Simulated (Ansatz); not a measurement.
**Work function of Cd(0001): what the settings cost and change**

How far do cutoff, k-mesh and smearing move the work function of Cd(0001)?

Calculated with Ansatz 0.2.0; plane-wave DFT, PBE, Ansatz PAW.

## (1) Starting point

The cell holds 7 atoms: 7 Cd. Cell: a = 2.980 Å, b = 2.980 Å, c = 34.861 Å, α = 90.0°, β = 90.0°, γ = 60.0°. Vacuum lies along c.

## (2) Run, setting cutoff 200 eV

A work function rests on the faint tail of the density, so the SCF threshold is tight. The cutoff is raised first; then mesh and smearing are varied at the default cutoff.

input.yaml

```yaml
crystal:
  lattice:
    - [2.98, 0.0, 0.0]
    - [1.49, 2.5807557033, 0.0]
    - [0.0, 0.0, 34.86084]
  atoms:
    - { symbol: Cd, position: [0.0, 0.0, 0.2581693384] }
    - { symbol: Cd, position: [0.6666666667, 0.6666666667, 0.338779559] }
    - { symbol: Cd, position: [0.0, 0.0, 0.4193897795] }
    - { symbol: Cd, position: [0.6666666667, 0.6666666667, 0.5] }
    - { symbol: Cd, position: [0.0, 0.0, 0.5806102205] }
    - { symbol: Cd, position: [0.6666666667, 0.6666666667, 0.661220441] }
    - { symbol: Cd, position: [0.0, 0.0, 0.7418306616] }
kpoints:
  mp_grid: { grid: [16, 16, 1] }
hamiltonian:
  xc: pbe
scf:
  occupations: { method: fermi_dirac, width: 0.1 }
  convergence: { dr2_threshold: 1.0e-09 }
efield:
  axis: 3
  dipole_correction: true
  ramp_position: 0.97
  ramp_width: 0.06
basis:
  ecutwfc: "200 eV"
output:
  write_potential: true
  write_density: true
  volumetric_format: npy
  elf: true
```

On the command line:

```console
$ ansatz run input.yaml --threads 4 --pin off --max-ram 6144MiB --backend cpu --events-out ev --progress --plain --runs-dir out
```

Numbers of over 12 decimals in the logs are rounded to 6 here.

What it wrote:

```text
Warning: basis.ecutwfc = 200 eV is below the records' recommended 420 eV, and the density's cutoff is lower with it unless basis.ecutrho_ratio is high enough to keep the records' density cutoff: compare with a run at a higher cutoff
Engine: ansatz 0.2.0, aarch64-unknown-linux-gnu
Pseudopotentials: kind: paw
Pseudopotential: Cd, paw, valence charge 20, recommended cutoff 420 eV (normal), Cd.paw.azcp
Functional definition: PBE
  parameter kappa = 0.804
  parameter beta = 0.066725
  exchange = pbe_x(kappa = kappa, mu = beta*pi^2/3)
  correlation = pbe_c(beta = beta)
Crystal: 7 atoms, lattice volume = 268.103 Å³
Basis set: ecut = 200 eV, 1719 PW (Γ)
Bands: 84, of which v1, the nominal top of the filled ones, is band 70 counted from 1 (69 counted from 0)
Symmetry: 6 space group operations
k-points: 30 of 256 (time reversal used)
Non-local potential: Cd, projectors of the file, l = 0: 3, l = 1: 2, l = 2: 2, l = 3: 1
PAW form: soft (Blöchl's): semilocal exchange-correlation on the pseudo side does not see the compensation charge
PAW one-centre angular grid: Cd, 590 points (default); XC on 64 Gauss nodes
Initial density: superposition of atomic densities (neutral atoms: chi_scale 0, normalization atom), corrected by the library's trained network
Initial wavefunctions: pseudopotential atomic-orbital guess
Functional: x = pbe(κ = 0.804, μ = 0.219515), c = pbe(β = 0.066725)
SCF iter   1: F=—  HF=-57700.321780 eV  |F-HF|=—  |Δ(HF+E_count)|=         —  Δρ=1.24e-1  dr2=1.96e1  ethr=1.77e-3  p=0.000 e·Å  D=2.47e-13 V/Å  ΔV_dip=-0.00 eV  dr2_dipole=8.52e-7  V_vac-E_F(+/−)=3.63/3.63 eV  ⟨swp⟩=7.8  Hψ=9666  notcnv=0  defer=58
efield: sawtooth ramp at fractional position 0.9700 (set: `efield.ramp_position`, or a place that a band, a saddle search or an elastic batch's reference lends), width 0.0600; the density the first Hamiltonian is built on has a dipole p = 0.000 e·Å; the dipole correction subtracts the counter field D = 2.47e-13 V/Å, which shifts the + side's vacuum level by -0.00 eV against the − side's; the planar-averaged density in the ramp window peaks in size at 3.8e-5 e/Å³
preconditioner: auto → LDOS  [metal: Δε(μ)=0.041 eV  Ē_g=11.920 eV  σ=0.100 eV  W_gap=0.10  n_scr=44 (ndim 8)  ℏωp=20.8 eV  f_vac=0.422  D(μ)=1.91/eV (n_scr^D=12)  β→1.0]
SCF iter   2: F=—  HF=-57699.295634 eV  |F-HF|=—  |Δ(HF+E_count)|=    1.03e0  Δρ=1.02e-1  dr2=2.08e1  ethr=1.77e-3  p=-0.000 e·Å  D=-7.69e-6 V/Å  ΔV_dip=0.00 eV  dr2_dipole=7.93e-7  V_vac-E_F(+/−)=4.69/4.70 eV  ⟨swp⟩=3.0  Hψ=6858  notcnv=0  defer=122
SCF iter   3: F=—  HF=-57690.118967 eV  |F-HF|=—  |Δ(HF+E_count)|=    9.18e0  Δρ=5.62e-3  dr2=6.30e-2  ethr=1.77e-3  p=-0.000 e·Å  D=-3.06e-6 V/Å  ΔV_dip=0.00 eV  dr2_dipole=1.94e-7  V_vac-E_F(+/−)=4.31/4.32 eV  ⟨swp⟩=2.1  Hψ=5343  notcnv=0  defer=110
SCF iter   4: F=—  HF=-57690.083559 eV  |F-HF|=—  |Δ(HF+E_count)|=   3.54e-2  Δρ=1.13e-3  dr2=3.50e-3  ethr=4.50e-5  p=0.000 e·Å  D=1.73e-6 V/Å  ΔV_dip=-0.00 eV  dr2_dipole=5.22e-11  V_vac-E_F(+/−)=4.42/4.42 eV  ⟨swp⟩=2.1  Hψ=4313  notcnv=0  defer=102
SCF iter   5: F=—  HF=-57690.082515 eV  |F-HF|=—  |Δ(HF+E_count)|=   1.04e-3  Δρ=2.49e-4  dr2=2.42e-4  ethr=2.50e-6  p=0.000 e·Å  D=5.71e-7 V/Å  ΔV_dip=-0.00 eV  dr2_dipole=2.77e-10  V_vac-E_F(+/−)=4.42/4.42 eV  ⟨swp⟩=2.0  Hψ=3693  notcnv=0  defer=102
SCF iter   6: F=—  HF=-57690.082582 eV  |F-HF|=—  |Δ(HF+E_count)|=   6.70e-5  Δρ=1.31e-4  dr2=4.25e-5  ethr=1.73e-7  p=0.000 e·Å  D=3.22e-7 V/Å  ΔV_dip=-0.00 eV  dr2_dipole=1.02e-11  V_vac-E_F(+/−)=4.43/4.43 eV  ⟨swp⟩=2.5  Hψ=4937  notcnv=0  defer=102
SCF iter   7: F=—  HF=-57690.082579 eV  |F-HF|=—  |Δ(HF+E_count)|=   2.71e-6  Δρ=2.13e-5  dr2=1.40e-6  ethr=3.04e-8  p=0.000 e·Å  D=1.44e-7 V/Å  ΔV_dip=-0.00 eV  dr2_dipole=2.70e-12  V_vac-E_F(+/−)=4.43/4.44 eV  ⟨swp⟩=2.0  Hψ=3673  notcnv=0  defer=102
SCF iter   8: F=—  HF=-57690.082596 eV  |F-HF|=—  |Δ(HF+E_count)|=   1.74e-5  Δρ=2.58e-6  dr2=4.52e-8  ethr=9.99e-10  p=0.000 e·Å  D=6.20e-8 V/Å  ΔV_dip=-0.00 eV  dr2_dipole=7.01e-13  V_vac-E_F(+/−)=4.43/4.44 eV  ⟨swp⟩=2.2  Hψ=4258  notcnv=0  defer=102
SCF iter   9: F=-57690.082596 eV  HF=-57690.082596 eV  |F-HF|=4.06e-9  |Δ(HF+E_count)|=   6.29e-8  Δρ=6.59e-7  dr2=9.42e-10  ethr=1.00e-12  p=0.000 e·Å  D=1.95e-8 V/Å  ΔV_dip=-0.00 eV  dr2_dipole=3.06e-13  V_vac-E_F(+/−)=4.43/4.44 eV  ⟨swp⟩=10.9  Hψ=11047  notcnv=0
WARN: efield: at this solve's end the planar-averaged density reaches 1.12e-4 e/Å³ inside the ramp window [0.9413, 0.0587] (bound 1e-5 e/Å³); the window's nearer edge stands 6.95 Å from this solve's nearest atom along the axis. Its work functions, free energy, forces, stress, dipole, levels and responses can be off, and this figure does not tell by how much. The cell may have no vacuum along `efield.axis`. A short vacuum, a low `basis.ecutwfc` or `basis.ecutrho_ratio` and negative occupations (`scf.occupations.method`) can put density there. See the manual's quickstart, § The vacuum guard
SCF 1 converged in 9 iterations: F = -57690.082596 eV  dr2 = 9.42e-10
  greatest PAW one-centre occupation: 1.122 electrons in one spin orbital (limit 2), on the Cd atom at site 6 (counted from 0), in its partial waves of l = 2
WARN: The output density's exchange-correlation potential varies sharply where the density is thin. Do not read a vacuum level from v_tot or v_xc, or from such a field of the output density. On a cell that repeats whose density bears no net charge and no dipole along the vacuum's axis use v_es (v_loc + v_h of the components); under efield.dipole_correction with no amplitude use v_es + v_field, which holds any externa [...]
SCF converged after 9 iterations
Free energy (F): -57690.082596 eV
Harris-Foulkes:  -57690.082596 eV  (|F-HF|=4.06e-9)
Internal energy: -57690.013738 eV  (E = F + TS)
E sigma→0 (E₀):  -57690.048167 eV
Entropy (-TS):   -0.068858 eV (-9.837 meV/atom)
Fermi energy:    6.505004 eV
Dipole field:    D = -0.000001 V/Å  (p = -0.000001 e·Å, saw-weighted, corrected)
Work function:   Φ+ = 4.4301 eV (in doubt: plateau slope 4.0e-2 eV/Å)   Φ− = 4.4364 eV (in doubt: plateau slope 3.6e-2 eV/Å)
Levels:          The Fermi level and band energies are counted from a zero that moves with the ramp; work functions are not
Vacuum region:   at the solve's end the planar-averaged density reaches 1.12e-4 e/Å³ inside the ramp window [0.9413, 0.0587] (bound 1e-5 e/Å³)
--- Per-component energies (eV) ---
  E_band       = -4152.877308
  E_kinetic    = 3847.409233
  E_local      = -280244.765184  (includes V_loc(G=0)·N_el)
  E_nonlocal   = -26.238154
  E_hartree    = 138819.374323
  E_xc         = -1299.013458
  E_vxc        = -1632.096479  (∫ρ·V_xc dr)
  E_paw        = -28499.763380  (= ΣΔE_a)
  E_vpaw       = -3735.937211  (= ΣTr[D̂ρ^β])
  E_aug_tail   = -0.004943  (compensation charges beyond the density's cutoff)
  E_efield     = 0.000000  (sawtooth field / dipole correction)
  E_vefield    = 0.000000  (∫n·V_field dr)
  E_ewald      = 109712.987825
  E_smearing   = -0.068858  (= −TS)
  E_closure    = 0.000000  (closes the sum)
  Σ components = -57690.082596   (vs F -57690.082596, Δ=0.00e0)
--- Band table (eV; the first three rows and the last of 30) ---
  k-point 0: bands = [... 66 lower, -0.7788, 0.1468, 1.2360, 2.4330, 4.1353, 5.6796, 7.3579, 8.9215, ... 10 higher]
  k-point 1: bands = [... 66 lower, -0.6808, 0.2394, 1.3093, 2.4807, 4.2324, 5.7276, 7.4023, 8.9854, ... 10 higher]
  k-point 2: bands = [... 66 lower, -0.3774, 0.5364, 1.5912, 2.7195, 4.6298, 6.0833, 7.7066, 9.2532, ... 10 higher]
  k-point 29: bands = [... 66 lower, 7.0429, 7.0538, 7.3756, 7.4565, 7.7894, 7.8105, 7.9379, 8.3097, ... 10 higher]
```

Run time: 18 s. Hardware: 4 threads of Arm Neoverse N1, shared host; peak memory 0.57 GiB.

This step gave:

```yaml
energy_at_zero_smearing: -57690.0482 eV
work_function_upper_face: 4.430 eV
```

Running mean over 2.81 Å of the planar mean; the ramp of the sawtooth is left out. The electron's electrostatic potential energy less the Fermi level by z:

| z (Å) | electron's electrostatic potential energy less the Fermi level (eV) |
| --- | --- |
| 4 | 4.30 |
| 5 | 4.19 |
| 6 | 3.94 |
| 7 | 2.34 |
| 8 | -2.61 |
| 9 | -4.76 |
| 10 | -4.91 |
| 11 | -4.94 |
| 12 | -4.92 |
| 13 | -4.94 |
| 14 | -4.95 |
| 15 | -4.95 |
| 16 | -4.96 |
| 17 | -4.97 |
| 18 | -4.97 |
| 19 | -4.96 |
| 20 | -4.95 |
| 21 | -4.95 |
| 22 | -4.93 |
| 23 | -4.93 |
| 24 | -4.94 |
| 25 | -4.90 |
| 26 | -4.68 |
| 27 | -1.94 |
| 28 | 2.82 |
| 29 | 4.00 |
| 30 | 4.21 |
| 31 | 4.31 |

Electrostatic potential energy in the ca plane at fractional y = 0.000, with atoms of Cd within 0.2 Å of it. With pseudopotentials it is smooth inside the atoms' cores, unlike the true potential.

Ten even steps from '0' (-26 eV) to '9' (11 eV), each cell a mean:
```
02689988899862001479998899974100268999999999
25799887889874223689887789986322579999999999
67898765688987667899875578998766789999999999
88998744578998888999864468999888899999999999
78998754578998778899864568998877899999999999
46898876789986435789877778987534689999999999
13789988899863102589988889984101368999999999
02689999999851000379999999873000258999999999
```
Columns run along c (16.0 Å, from fractional 0.43 to 0.89 of the cell; values clipped at the 3rd and 97th percentile), rows up along a (3.0 Å). Atoms in or near the plane, at fractional coordinates: Cd at (0.58, 0.00), Cd at (0.74, 0.00).

ELF in the ca plane at fractional y = 0.000, with atoms of Cd within 0.2 Å of it. It is the smooth field of the valence electrons, not physical close to the nuclei.

Ten even steps from '0' (0.00) to '9' (0.87), each cell a mean:
```
74211233321125786311123321114687522100000000
43112211121113454212211112112454312000000000
21111122211111221112112211111122121000000000
33111133312113333212123321212333320000000000
22111123212112222212123321112222221000000000
32122111112112332112111112211333222000000000
64111222221124665311222222113566422000000000
85211133211125896412123321114798532100000000
```
Columns run along c (16.0 Å, from fractional 0.43 to 0.89 of the cell), rows up along a (3.0 Å). Atoms in or near the plane, at fractional coordinates: Cd at (0.58, 0.00), Cd at (0.74, 0.00).

Valence density in the ca plane at fractional y = 0.000, with atoms of Cd within 0.2 Å of it. It is the smooth field of the valence electrons, not physical close to the nuclei.

Values in e/Å³, 5 rows by 16 columns, each cell a mean:
```
 4  0  0  0  1 10  1  0  0  0  4  8  0  0  0  0
 0  0  1  0  0  1  0  0  1  0  0  1  0  0  0  0
 0  0  1  0  0  0  0  0  1  0  0  0  0  0  0  0
 1  0  0  0  0  2  0  0  0  0  1  2  0  0  0  0
 6  0  0  0  1 15  2  0  0  0  6 12  0  0  0  0
```
Columns run along c (16.0 Å, from fractional 0.43 to 0.89 of the cell), rows up along a (3.0 Å). Atoms in or near the plane, at fractional coordinates: Cd at (0.58, 0.00), Cd at (0.74, 0.00).

The work function is 4.430 eV. The program marks this work function as in doubt.

## (3) Slab

input.yaml: that of step 2 with these lines changed.

```diff
@@ -26,3 +26,3 @@
 basis:
-  ecutwfc: "200 eV"
+  ecutwfc: "300 eV"
 output:
@@ -31,2 +31 @@
   volumetric_format: npy
-  elf: true
```

What it wrote:

```text
[...]
Crystal: 7 atoms, lattice volume = 268.103 Å³
Basis set: ecut = 300 eV, 3189 PW (Γ)
Bands: 84, of which v1, the nominal top of the filled ones, is band 70 counted from 1 (69 counted from 0)
Symmetry: 6 space group operations
k-points: 30 of 256 (time reversal used)
[...]
k-point 0: bands = [... 66 lower, -0.5325, 0.3946, 1.5025, 2.7719, 4.1830, 5.7267, 7.3453, 8.9047, ... 10 higher]
  k-point 1: bands = [... 66 lower, -0.4231, 0.4991, 1.6007, 2.8518, 4.3200, 5.8338, 7.4428, 8.9950, ... 10 higher]
  k-point 2: bands = [... 66 lower, -0.1150, 0.7994, 1.8840, 3.0848, 4.7163, 6.1517, 7.7336, 9.2665, ... 10 higher]
  k-point 29: bands = [... 66 lower, 7.1560, 7.2331, 7.5339, 7.6172, 7.8068, 7.9334, 8.1646, 8.4078, ... 10 higher]
[key lines of the parts left out:]
SCF converged after 9 iterations
Free energy (F): -57780.106582 eV
Fermi energy:    6.567070 eV
Dipole field:    D = -0.000000 V/Å  (p = -0.000000 e·Å, saw-weighted, corrected)
Work function:   Φ+ = 3.8828 eV   Φ− = 3.8828 eV
```

Run time: 39 s. Hardware: 4 threads; peak memory 0.79 GiB; 1.9 min of CPU time.

The work function is 3.883 eV, -0.547 eV from the run “cutoff 200 eV”, at 1.7 times its CPU time.

## (4) Run

input.yaml: that of step 3 with these lines changed.

```diff
@@ -26,3 +26,3 @@
 basis:
-  ecutwfc: "300 eV"
+  ecutwfc: "420 eV"
 output:
```

What it wrote:

```text
[...]
Crystal: 7 atoms, lattice volume = 268.103 Å³
Basis set: ecut = 420 eV, 5097 PW (Γ)
Bands: 84, of which v1, the nominal top of the filled ones, is band 70 counted from 1 (69 counted from 0)
Symmetry: 6 space group operations
k-points: 30 of 256 (time reversal used)
[...]
k-point 0: bands = [... 66 lower, -0.5285, 0.3979, 1.5051, 2.7749, 4.1831, 5.7267, 7.3454, 8.9068, ... 10 higher]
  k-point 1: bands = [... 66 lower, -0.4188, 0.5025, 1.6029, 2.8532, 4.3201, 5.8338, 7.4432, 8.9979, ... 10 higher]
  k-point 2: bands = [... 66 lower, -0.1107, 0.8030, 1.8868, 3.0873, 4.7177, 6.1530, 7.7344, 9.2692, ... 10 higher]
  k-point 29: bands = [... 66 lower, 7.1579, 7.2338, 7.5347, 7.6203, 7.8083, 7.9364, 8.1640, 8.4109, ... 10 higher]
[key lines of the parts left out:]
SCF converged after 9 iterations
Free energy (F): -57780.953780 eV
Fermi energy:    6.569028 eV
Dipole field:    D = -0.000000 V/Å  (p = -0.000000 e·Å, saw-weighted, corrected)
Work function:   Φ+ = 3.8771 eV   Φ− = 3.8772 eV
```

It took 56 s on 4 threads; peak memory 1.1 GiB.

The work function is 3.877 eV, -0.553 eV from the run “cutoff 200 eV”, at 2.5 times its CPU time.

## (5) Run

input.yaml: that of step 4 with these lines changed.

```diff
@@ -26,3 +26,3 @@
 basis:
-  ecutwfc: "420 eV"
+  ecutwfc: "600 eV"
 output:
```

What it wrote:

```text
[...]
Crystal: 7 atoms, lattice volume = 268.103 Å³
Basis set: ecut = 600 eV, 8809 PW (Γ)
Bands: 84, of which v1, the nominal top of the filled ones, is band 70 counted from 1 (69 counted from 0)
Symmetry: 6 space group operations
k-points: 30 of 256 (time reversal used)
[...]
k-point 0: bands = [... 66 lower, -0.5286, 0.3977, 1.5049, 2.7746, 4.1829, 5.7264, 7.3450, 8.9059, ... 10 higher]
  k-point 1: bands = [... 66 lower, -0.4189, 0.5024, 1.6027, 2.8530, 4.3198, 5.8334, 7.4428, 8.9970, ... 10 higher]
  k-point 2: bands = [... 66 lower, -0.1108, 0.8028, 1.8866, 3.0871, 4.7174, 6.1527, 7.7340, 9.2683, ... 10 higher]
  k-point 29: bands = [... 66 lower, 7.1576, 7.2336, 7.5345, 7.6199, 7.8078, 7.9359, 8.1640, 8.4104, ... 10 higher]
[key lines of the parts left out:]
SCF converged after 8 iterations
Free energy (F): -57780.967762 eV
Fermi energy:    6.568696 eV
Dipole field:    D = -0.000001 V/Å  (p = -0.000001 e·Å, saw-weighted, corrected)
Work function:   Φ+ = 3.8771 eV   Φ− = 3.8771 eV
```

Wall time 87 s (4 threads); peak memory 1.8 GiB.

The work function is 3.877 eV, -0.000 eV from the run “cutoff 420 eV”, at 1.7 times its CPU time.

## (6) Run

input.yaml: that of step 5 with these lines changed.

```diff
@@ -14,3 +14,3 @@
 kpoints:
-  mp_grid: { grid: [16, 16, 1] }
+  mp_grid: { grid: [3, 3, 1] }
 hamiltonian:
@@ -25,4 +25,2 @@
   ramp_width: 0.06
-basis:
-  ecutwfc: "600 eV"
 output:
```

What it wrote:

```text
[...]
Crystal: 7 atoms, lattice volume = 268.103 Å³
Basis set: ecut = 420 eV, 5097 PW (Γ)
Bands: 84, of which v1, the nominal top of the filled ones, is band 70 counted from 1 (69 counted from 0)
Symmetry: 6 space group operations
k-points: 3 of 9 (time reversal used)
[...]
Work function:   Φ+ = 3.1294 eV   Φ− = 3.1294 eV
[...]
--- Band table (eV) ---
  k-point 0: bands = [... 66 lower, -0.5558, 0.3896, 1.5100, 2.7861, 4.1869, 5.7254, 7.3361, 8.8838, ... 10 higher]
  k-point 1: bands = [... 66 lower, 2.2605, 3.1266, 4.1306, 5.1637, 7.5070, 8.5467, 9.8748, 9.8888, ... 10 higher]
  k-point 2: bands = [... 66 lower, 7.0949, 7.2482, 7.3650, 7.4854, 7.5002, 7.8718, 7.9161, 8.2170, ... 10 higher]
[key lines of the parts left out:]
SCF converged after 12 iterations
Free energy (F): -57780.013290 eV
Fermi energy:    7.331590 eV
Dipole field:    D = -0.000000 V/Å  (p = -0.000000 e·Å, saw-weighted, corrected)
```

Elapsed: 12 s, on 4 threads; peak memory 0.55 GiB.

The work function is 3.129 eV, -0.748 eV from the run “cutoff 420 eV”, at 0.12 times its CPU time.

## (7) Slab

input.yaml: that of step 6 with these lines changed.

```diff
@@ -14,3 +14,3 @@
 kpoints:
-  mp_grid: { grid: [3, 3, 1] }
+  mp_grid: { grid: [5, 5, 1] }
 hamiltonian:
```

What it wrote:

```text
[...]
Crystal: 7 atoms, lattice volume = 268.103 Å³
Basis set: ecut = 420 eV, 5097 PW (Γ)
Bands: 84, of which v1, the nominal top of the filled ones, is band 70 counted from 1 (69 counted from 0)
Symmetry: 6 space group operations
k-points: 5 of 25 (time reversal used)
[...]
k-point 0: bands = [... 66 lower, -0.4416, 0.4986, 1.6137, 2.8857, 4.2835, 5.8192, 7.4246, 8.9445, ... 10 higher]
  k-point 1: bands = [... 66 lower, 0.5836, 1.5018, 2.5665, 3.7123, 5.6063, 6.8851, 8.3995, 9.8558, ... 10 higher]
  k-point 2: bands = [... 66 lower, 3.6355, 4.4563, 5.3868, 6.3053, 7.9506, 8.1631, 8.5563, 8.7405, ... 10 higher]
  k-point 4: bands = [... 66 lower, 5.9430, 6.1986, 6.3250, 6.5173, 7.3936, 7.8206, 7.9074, 8.6154, ... 10 higher]
[key lines of the parts left out:]
SCF converged after 10 iterations
Free energy (F): -57780.664132 eV
Fermi energy:    6.422213 eV
Dipole field:    D = -0.000000 V/Å  (p = -0.000000 e·Å, saw-weighted, corrected)
Work function:   Φ+ = 3.8515 eV   Φ− = 3.8515 eV
```

Elapsed: 13 s, on 4 threads; peak memory 0.69 GiB.

The work function is 3.851 eV, -0.026 eV from the run “cutoff 420 eV”, at 0.17 times its CPU time.

## (8) Run

input.yaml: that of step 7 with these lines changed.

```diff
@@ -14,3 +14,3 @@
 kpoints:
-  mp_grid: { grid: [5, 5, 1] }
+  mp_grid: { grid: [11, 11, 1] }
 hamiltonian:
```

What it wrote:

```text
[...]
Crystal: 7 atoms, lattice volume = 268.103 Å³
Basis set: ecut = 420 eV, 5097 PW (Γ)
Bands: 84, of which v1, the nominal top of the filled ones, is band 70 counted from 1 (69 counted from 0)
Symmetry: 6 space group operations
k-points: 16 of 121 (time reversal used)
[...]
k-point 0: bands = [... 66 lower, -0.5356, 0.3935, 1.4939, 2.7688, 4.1768, 5.7195, 7.3398, 8.9019, ... 10 higher]
  k-point 1: bands = [... 66 lower, -0.3087, 0.6115, 1.6980, 2.9350, 4.4644, 5.9449, 7.5464, 9.0944, ... 10 higher]
  k-point 2: bands = [... 66 lower, 0.3200, 1.2273, 2.2824, 3.4344, 5.2736, 6.6114, 8.1556, 9.6622, ... 10 higher]
  k-point 15: bands = [... 66 lower, 6.4837, 6.7440, 6.9758, 7.2724, 7.8060, 8.2724, 8.4190, 8.4644, ... 10 higher]
[key lines of the parts left out:]
SCF converged after 9 iterations
Free energy (F): -57780.905227 eV
Fermi energy:    6.567488 eV
Dipole field:    D = -0.000001 V/Å  (p = -0.000001 e·Å, saw-weighted, corrected)
Work function:   Φ+ = 3.8899 eV   Φ− = 3.8899 eV
```

Wall time 35 s (4 threads); peak memory 0.89 GiB; 94 s of CPU time.

The work function is 3.890 eV, +0.013 eV from the run “cutoff 420 eV”, at 0.57 times its CPU time.

(Continued in part 2 of 2.)

[Logs are printed without paths, hosts, clocks, repeated set-up lines and the standing remarks that a program may print on its own settings, such as how far it seeks lower states.]

[Hosts, paths, dates, database ids (printed as entryN), source tags and the programs' standing remarks are cut or masked in the printed files.]

[Maps of the electrostatic potential energy from Ansatz leave out the sawtooth potential of an applied field or a dipole correction, so their vacuum need not be flat; planar profiles and work functions include it.]
